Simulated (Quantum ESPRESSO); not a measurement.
# KMgF3 (Pm-3m): Raman and infrared activity

Wanted: vibrational spectra of KMgF3 (Pm-3m) from linear and non-linear response.

Method: DFT LDA, scalar-relativistic, plane waves, PseudoDojo norm-conserving pseudopotentials, in Quantum ESPRESSO 8.0 development, patched.

### 1. The structure

It takes space group Pm-3m (No. 221, cubic). The conventional cell has a = 3.986 Å, b = 3.986 Å, c = 3.986 Å, α = 90.00°, β = 90.00°, γ = 90.00°. K has 12 F at 2.82 Å nearest. Mg has 6 F at 1.99 Å nearest. Nearest to F lie 2 Mg at 1.99 Å and 4 K at 2.82 Å. Farther neighbours and most contacts between anions are not listed.

### 2. A probe with smearing

Before anything dear is run, a loose run with smearing shows whether this is a metal and how far the cell is from rest.

File probe.in:

```
 &control
    calculation='scf',
    prefix='x',
    outdir='./tmp',
    pseudo_dir='./pseudo',
    tprnfor=.true.,
    tstress=.true.,
    verbosity='high',
 /
 &system
    ibrav=1,
    celldm(1)=7.53225936,
    nat=5,
    ntyp=3,
    ecutwfc=84.0,
    occupations='smearing',
    smearing='gaussian',
    degauss=0.01,
 /
 &electrons
    conv_thr=1.0d-07,
    mixing_beta=0.7,
    electron_maxstep=100,
 /
ATOMIC_SPECIES
 K      39.0983  K.upf
 Mg     24.3050  Mg.upf
 F      18.9984  F.upf
ATOMIC_POSITIONS crystal
 K      0.500000000   0.500000000   0.500000000
 Mg     0.000000000   0.000000000   0.000000000
 F      0.500000000   0.000000000   0.000000000
 F      0.000000000   0.500000000   0.000000000
 F      0.000000000   0.000000000   0.500000000
K_POINTS automatic
 4 4 4 0 0 0
```

Started as:

```console
$ OMP_NUM_THREADS=1 mpirun -n 4 pw.x -nk 4 -in probe.in > probe.out
```

Output:

```text
[banners, grids, parts of the stress and lines that vanish by symmetry left out]
Program PWSCF v.8.0dev
     bravais-lattice index     =            1
     lattice parameter (alat)  =       7.5323  a.u.
[...]
kinetic-energy cutoff     =      84.0000  Ry
     charge density cutoff     =     336.0000  Ry
     scf convergence threshold =      1.0E-07
[...]
Exchange-correlation= SLA-PW-NOGX-NOGC
                           (   1   4   0   0   0   0   0)
[...]
48 Sym. Ops., with inversion, found
[...]
(     0          1          0      )
                  (     0          0          1      )
[...]
(  0.0000000  1.0000000  0.0000000 )
                  (  0.0000000  0.0000000  1.0000000 )
[...]
(     0         -1          0      )
                  (     0          0          1      )
[...]
( -1.0000000  0.0000000  0.0000000 )
                  (  0.0000000  1.0000000  0.0000000 )
[...]
number of k points=    10  Gaussian smearing, width (Ry)=  0.0100
[...]
End of self-consistent calculation
[...]
the Fermi energy is     6.6483 ev
!    total energy              =    -326.58640500 Ry
[...]
convergence has been achieved in   7 iterations
[...]
atom    1 type  1   force =     0.00000000    0.00000000    0.00000000
     atom    2 type  2   force =     0.00000000    0.00000000    0.00000000
     atom    3 type  3   force =     0.00000000    0.00000000    0.00000000
     atom    4 type  3   force =     0.00000000    0.00000000    0.00000000
     atom    5 type  3   force =     0.00000000    0.00000000    0.00000000
[...]
Total force =     0.000000     Total SCF correction =     0.000000
[...]
total   stress  (Ry/bohr**3)                   (kbar)     P=      -45.69
[...]
XML data file, charge density, pseudopotentials, collected wavefunctions

   JOB DONE.
```

Wall time 8.2 s (4 MPI ranks of Intel Xeon at 2.70GHz, shared host).

This step gave:

- volume per atom: 12.67 Å³
- pressure: -4.569 GPa
- gap on the k-mesh: 6.998 eV

A gap of 7.0 eV opens on this mesh, so the crystal is taken as an insulator; the start stands at -4.6 GPa.

### 3. Relaxation

The relaxation runs at a cutoff a fifth above that of the response, since stress converges more slowly with the basis than frequencies do. Forces and stress are brought to rest with tight thresholds.

File relax.in:

```
 &control
    calculation='vc-relax',
    prefix='x',
    outdir='./tmp',
    pseudo_dir='./pseudo',
    tprnfor=.true.,
    tstress=.true.,
    forc_conv_thr=2.0d-05,
    etot_conv_thr=1.0d-07,
    nstep=40,
 /
 &system
    ibrav=1,
    celldm(1)=7.53225936,
    nat=5,
    ntyp=3,
    ecutwfc=101,
    occupations='fixed',
    nbnd=22,
 /
 &electrons
    conv_thr=1.0d-11,
    mixing_beta=0.7,
    electron_maxstep=100,
 /
 &ions
 /
 &cell
    press_conv_thr=0.2,
 /
ATOMIC_SPECIES
 K      39.0983  K.upf
 Mg     24.3050  Mg.upf
 F      18.9984  F.upf
ATOMIC_POSITIONS crystal
 K      0.500000000   0.500000000   0.500000000
 Mg     0.000000000   0.000000000   0.000000000
 F      0.500000000   0.000000000   0.000000000
 F      0.000000000   0.500000000   0.000000000
 F      0.000000000   0.000000000   0.500000000
K_POINTS automatic
 6 6 6 0 0 0
```

Started as:

```console
$ OMP_NUM_THREADS=1 mpirun -n 4 pw.x -nk 4 -in relax.in > relax.out
```

Output:

```text
[banners, grids, parts of the stress and lines that vanish by symmetry left out]
[banner, memory and clock lines left out]
Program PWSCF v.8.0dev

[...]
kinetic-energy cutoff     =     101.0000  Ry
     charge density cutoff     =     404.0000  Ry
     scf convergence threshold =      1.0E-11
[...]
energy convergence thresh.=      1.0E-07
     force convergence thresh. =      2.0E-05
     press convergence thresh. =      2.0E-01
     Exchange-correlation= SLA-PW-NOGX-NOGC
                           (   1   4   0   0   0   0   0)
[...]
48 Sym. Ops., with inversion, found
[...]
number of k points=    20
[...]
End of self-consistent calculation
[...]
highest occupied, lowest unoccupied level (ev):     2.4612    9.4593
!    total energy              =    -326.58650552 Ry
[...]
convergence has been achieved in  11 iterations
[...]
atom    1 type  1   force =     0.00000000    0.00000000    0.00000000
     atom    2 type  2   force =     0.00000000    0.00000000    0.00000000
     atom    3 type  3   force =     0.00000000    0.00000000    0.00000000
     atom    4 type  3   force =     0.00000000    0.00000000    0.00000000
     atom    5 type  3   force =     0.00000000    0.00000000    0.00000000
     Total force =     0.000000     Total SCF correction =     0.000000
[...]
total   stress  (Ry/bohr**3)                   (kbar)     P=      -45.29
[...]
number of bfgs steps    =   0
[...]
CELL_PARAMETERS (alat=  7.53225936)
[...]
ATOMIC_POSITIONS (crystal)
K                0.5000000000        0.5000000000        0.5000000000
Mg               0.0000000000        0.0000000000        0.0000000000
F                0.5000000000        0.0000000000        0.0000000000
F                0.0000000000        0.5000000000        0.0000000000
[...]
New effective cutoffs (rho, wfc):  409.87  102.57
[...]
End of self-consistent calculation
[...]
highest occupied, lowest unoccupied level (ev):     2.6846    9.8609
!    total energy              =    -326.58899979 Ry
[...]
convergence has been achieved in   7 iterations
[...]
atom    1 type  1   force =     0.00000000    0.00000000    0.00000000
     atom    2 type  2   force =     0.00000000    0.00000000    0.00000000
     atom    3 type  3   force =     0.00000000    0.00000000    0.00000000
     atom    4 type  3   force =     0.00000000    0.00000000    0.00000000
     atom    5 type  3   force =     0.00000000    0.00000000    0.00000000
     Total force =     0.000000     Total SCF correction =     0.000000
[...]
total   stress  (Ry/bohr**3)                   (kbar)     P=      -29.30
[...]
number of bfgs steps    =   1
[...]
CELL_PARAMETERS (alat=  7.53225936)
[...]
ATOMIC_POSITIONS (crystal)
[...]
New effective cutoffs (rho, wfc):  419.58  105.00
[...]
End of self-consistent calculation
[...]
highest occupied, lowest unoccupied level (ev):     3.0350   10.4914
!    total energy              =    -326.59055277 Ry
[...]
convergence has been achieved in   9 iterations
[...]
atom    1 type  1   force =     0.00000000    0.00000000    0.00000000
     atom    2 type  2   force =     0.00000000    0.00000000    0.00000000
     atom    3 type  3   force =     0.00000000    0.00000000    0.00000000
     atom    4 type  3   force =     0.00000000    0.00000000    0.00000000
[...]
Total force =     0.000000     Total SCF correction =     0.000000
[...]
total   stress  (Ry/bohr**3)                   (kbar)     P=       -1.50
[...]
number of bfgs steps    =   2
[...]
CELL_PARAMETERS (alat=  7.53225936)
[...]
ATOMIC_POSITIONS (crystal)
[...]
New effective cutoffs (rho, wfc):  420.10  105.13
[...]
End of self-consistent calculation
[...]
highest occupied, lowest unoccupied level (ev):     3.0539   10.5256
!    total energy              =    -326.59055635 Ry
[...]
convergence has been achieved in   7 iterations
[...]
Total force =     0.000000     Total SCF correction =     0.000000
[...]
total   stress  (Ry/bohr**3)                   (kbar)     P=        0.10
[...]
number of bfgs steps    =   3
[...]
CELL_PARAMETERS (alat=  7.53225936)
[...]
ATOMIC_POSITIONS (crystal)
[...]
New effective cutoffs (rho, wfc):  420.07  105.12
[...]
End of self-consistent calculation
[...]
highest occupied, lowest unoccupied level (ev):     3.0528   10.5234
!    total energy              =    -326.59055636 Ry
[...]
convergence has been achieved in   4 iterations
[...]
atom    3 type  3   force =     0.00000000    0.00000000    0.00000000
     atom    4 type  3   force =     0.00000000    0.00000000    0.00000000
     atom    5 type  3   force =     0.00000000    0.00000000    0.00000000
     Total force =     0.000000     Total SCF correction =     0.000000
[...]
total   stress  (Ry/bohr**3)                   (kbar)     P=        0.00
[...]
bfgs converged in   5 scf cycles and   4 bfgs steps
[...]
End of BFGS Geometry Optimization
     Final enthalpy           =    -326.5905563642 Ry
     File ./tmp/x.bfgs deleted, as requested
[...]
CELL_PARAMETERS (alat=  7.53225936)
[...]
ATOMIC_POSITIONS (crystal)
[...]
F                0.0000000000        0.5000000000        0.0000000000
F                0.0000000000        0.0000000000        0.5000000000
[...]
Final scf calculation at the relaxed structure.
[...]
kinetic-energy cutoff     =     101.0000  Ry
     charge density cutoff     =     404.0000  Ry
     scf convergence threshold =      1.0E-13
[...]
press convergence thresh. =      2.0E-01
     Exchange-correlation= SLA-PW-NOGX-NOGC
                           (   1   4   0   0   0   0   0)
[...]
48 Sym. Ops., with inversion, found
[...]
number of k points=    20
[...]
End of self-consistent calculation
[...]
highest occupied, lowest unoccupied level (ev):     3.0527   10.5234
!    total energy              =    -326.59054252 Ry
[...]
convergence has been achieved in  13 iterations
[...]
atom    1 type  1   force =     0.00000000    0.00000000    0.00000000
     atom    2 type  2   force =     0.00000000    0.00000000    0.00000000
     atom    3 type  3   force =     0.00000000    0.00000000    0.00000000
     atom    4 type  3   force =     0.00000000    0.00000000    0.00000000
     atom    5 type  3   force =     0.00000000    0.00000000    0.00000000
     Total force =     0.000000     Total SCF correction =     0.000000
[...]
total   stress  (Ry/bohr**3)                   (kbar)     P=       -0.07
[...]
XML data file, charge density, pseudopotentials, collected wavefunctions
```

Elapsed: 73 s, on 4 MPI ranks.

The steps of the relaxation:

| step | energy less that of the first step (eV) | largest force (eV/Å) | pressure (GPa) | volume (Å³) |
| --- | --- | --- | --- | --- |
| 1 | 0.0000 | 0.0000 | -4.53 | 63.33 |
| 2 | -0.0339 | 0.0000 | -2.93 | 61.87 |
| 3 | -0.0551 | 0.0000 | -0.15 | 59.74 |
| 4 | -0.0551 | 0.0000 | 0.01 | 59.63 |
| 5 | -0.0551 | 0.0000 | 0.00 | 59.64 |
| 6 | -0.0549 | 0.0000 | -0.01 | 59.64 |

| conventional cell, symmetrised | before | after | change |
| --- | --- | --- | --- |
| a (Å) | 3.986 | 3.907 | -2.0 % |
| b (Å) | 3.986 | 3.907 | -2.0 % |
| c (Å) | 3.986 | 3.907 | -2.0 % |
| volume (Å³/atom) | 12.67 | 11.93 | -5.8 % |

The relaxed structure:

```xyz
5
Lattice="3.9069 0.0000 0.0000 0.0000 3.9069 0.0000 0.0000 0.0000 3.9069" Properties=species:S:1:pos:R:3 pbc="T T T"
K     1.9535    1.9535    1.9535
Mg    0.0000    0.0000    0.0000
F     1.9535    0.0000    0.0000
F     0.0000    1.9535    0.0000
F     0.0000    0.0000    1.9535
```

The last row of the table of steps is pw.x's closing run on a basis chosen anew for the final cell, so its energy can jump.

Numbers from this step:

```yaml
volume_per_atom: 11.93 Å³
pressure: -0.007000 GPa
gap_on_the_k_mesh: 7.471 eV
```

The volume changes by -5.8 % from the cell with which this run began.

### 4. Ground state

The response is built on this ground state, so it is converged far tighter than an energy would need. With a gap, occupations are fixed, which also allows the response to an electric field.

File scf.in:

```
 &control
    calculation='scf',
    prefix='x',
    outdir='./tmp',
    pseudo_dir='./pseudo',
    tprnfor=.true.,
    tstress=.true.,
 /
 &system
    ibrav=1,
    celldm(1)=7.38302848,
    nat=5,
    ntyp=3,
    ecutwfc=84.0,
    occupations='fixed',
    nbnd=22,
 /
 &electrons
    conv_thr=1.0d-12,
    mixing_beta=0.7,
    electron_maxstep=100,
 /
ATOMIC_SPECIES
 K      39.0983  K.upf
 Mg     24.3050  Mg.upf
 F      18.9984  F.upf
ATOMIC_POSITIONS crystal
 K      0.500000000   0.500000000   0.500000000
 Mg     0.000000000   0.000000000   0.000000000
 F      0.500000000   0.000000000   0.000000000
 F      0.000000000   0.500000000   0.000000000
 F      0.000000000   0.000000000   0.500000000
K_POINTS automatic
 8 8 8 0 0 0
```

Started as:

```console
$ OMP_NUM_THREADS=1 mpirun -n 4 pw.x -nk 4 -in scf.in > scf.out
```

Output:

```text
[banners, grids, parts of the stress and lines that vanish by symmetry left out]
[banner, memory and clock lines left out]
Program PWSCF v.8.0dev

[...]
kinetic-energy cutoff     =      84.0000  Ry
     charge density cutoff     =     336.0000  Ry
     scf convergence threshold =      1.0E-12
[...]
Exchange-correlation= SLA-PW-NOGX-NOGC
                           (   1   4   0   0   0   0   0)
[...]
48 Sym. Ops., with inversion, found
[...]
number of k points=    35
[...]
End of self-consistent calculation
[...]
highest occupied, lowest unoccupied level (ev):     3.0528   10.5235
!    total energy              =    -326.59044280 Ry
[...]
convergence has been achieved in  12 iterations
[...]
atom    1 type  1   force =     0.00000000    0.00000000    0.00000000
     atom    2 type  2   force =     0.00000000    0.00000000    0.00000000
     atom    3 type  3   force =     0.00000000    0.00000000    0.00000000
     atom    4 type  3   force =     0.00000000    0.00000000    0.00000000
     atom    5 type  3   force =     0.00000000    0.00000000    0.00000000
     Total force =     0.000000     Total SCF correction =     0.000000
[...]
total   stress  (Ry/bohr**3)                   (kbar)     P=       -0.20
[...]
XML data file, charge density, pseudopotentials, collected wavefunctions
```

Run time: 31 s. Hardware: 4 MPI ranks; 2 min of CPU time.

Numbers from this step:

```yaml
pressure: -0.02 GPa
```

The cell stands at -0.02 GPa, close enough for phonons.

[end of part 1 of 2]

[Host names and launcher messages were left out of these logs when they were recorded.]

[Logs are printed without paths, hosts, clocks, repeated set-up lines and the standing remarks that a program may print on its own settings, such as how far it seeks lower states.]

[Hosts, paths, dates, database ids (printed as entryN), source tags and the programs' standing remarks are cut or masked in the printed files.]
